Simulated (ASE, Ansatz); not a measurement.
## Coherent Ti-rich inclusion in Sn (216 atoms): a reference run and its variants

The cell holds 216 atoms: 195 Sn and 21 Ti. Its edges and angles: a = 19.467 Å, b = 19.467 Å, c = 19.467 Å, α = 90.0°, β = 90.0°, γ = 90.0°. It derives from Sn (diamond-structure) and Ti, repeated 3×3×3. Diamond-structure Sn (a = 6.489 Å), 3 x 3 x 3 conventional cells, Sn replaced by Ti within 5.73 Å of the centre; not relaxed, displaced by a Gaussian of 0.02 Å. Nearest the centre at fractional (0.543, 0.509, 0.530): Ti110 at 2.17 Å, Ti179 at 2.49 Å, Ti112 at 2.75 Å, Ti119 at 2.80 Å, Ti108 at 3.04 Å, Ti133 at 3.27 Å, Ti109 at 3.56 Å, Ti106 at 3.79 Å.

Geometry: as built.

Reference run: Kohn-Sham DFT, PBE, PAW (set soft_2), plane waves (Ansatz 0.2.0), cutoff 420 eV, Γ point, methfessel-paxton smearing of 0.15 eV.

```
r.m.s. force component                           : 0.2627 eV/Å
pressure                                         : 2.438 GPa
spacing of highest filled and lowest empty level : 0.0312 eV
SCF cycles                                       : 18
time                                             : 9.6 s on 1 × NVIDIA GB200 with 32 threads of Arm Neoverse V2, shared host
```

**Question.** The same geometry is run again with each of these changes. How far do the results move, and how long does each run take?
- support functions low
- support functions medium
- support functions high
- support functions medium, spacing 0.411 Å (grid laid 0.406 Å)
- support functions medium, spacing 0.343 Å (grid laid 0.324 Å)
- support functions medium, spacing 0.297 Å (grid laid 0.270 Å)
- support functions medium, spacing 0.263 Å (grid laid 0.216 Å)
- support functions medium, spacing 0.206 Å (grid laid 0.203 Å)
- support functions medium, spacing 0.183 Å (grid laid 0.180 Å)

Differences are against the plane-wave reference (Kohn-Sham DFT, PBE, PAW (set soft_2), plane waves), whose r.m.s. force component is 0.263 eV/Å. Energies are set beside the reference only for runs with its functional, potentials and electron count. Times are for 1 × NVIDIA GB200 with 32 threads of Arm Neoverse V2, shared host. The reference's time includes the DOS, the stress and grids, which some other runs skip.

```tsv
run	Δ force, r.m.s. (meV/Å)	share of r.m.s. force (%)	Δ energy (meV/atom)	cycles	time	host memory (GiB)	planned on the GPU (GiB)
reference	-	-	-	18	9.6 s	3.7	29
support functions low	0.371	0.141	-1.01	19	9.9 s	2.0	10
support functions medium	0.335	0.128	-1.02	21	12 s	1.9	10
support functions high	0.206	0.0784	-1.06	25	22 s	2.2	22
support functions medium, spacing 0.411 Å (grid laid 0.406 Å)	55.4	21.1	2064	19	8.4 s	2.1	7
support functions medium, spacing 0.343 Å (grid laid 0.324 Å)	47.4	18.1	-12.1	21	9.2 s	2.0	7.7
support functions medium, spacing 0.297 Å (grid laid 0.270 Å)	3.88	1.48	-4.72	21	9.8 s	2.0	8.6
support functions medium, spacing 0.263 Å (grid laid 0.216 Å)	0.331	0.126	-1.05	21	11 s	2.0	10
support functions medium, spacing 0.206 Å (grid laid 0.203 Å)	0.275	0.105	-1.03	21	12 s	2.1	11
support functions medium, spacing 0.183 Å (grid laid 0.180 Å)	0.294	0.112	-1.05	21	11 s	2.0	14
```

Among numerical settings the force difference runs from 0.21 meV/Å (support functions high) to 55 meV/Å (support functions medium, spacing 0.411 Å (grid laid 0.406 Å)). Differences between support functions and plane waves include what basis error the plane-wave run still has. As the typed spacing goes from 0.183 to 0.411 Å, the force difference goes from 0.29 to 55 meV/Å (not steadily; the least is 0.28 at 0.206 Å), while the time lies between 8.4 s and 12 s. 

[Logs are printed without paths, hosts, clocks, repeated set-up lines and the standing remarks that a program may print on its own settings, such as how far it seeks lower states.]

[Hosts, paths, dates, database ids (printed as entryN), source tags and the programs' standing remarks are cut or masked in the printed files.]
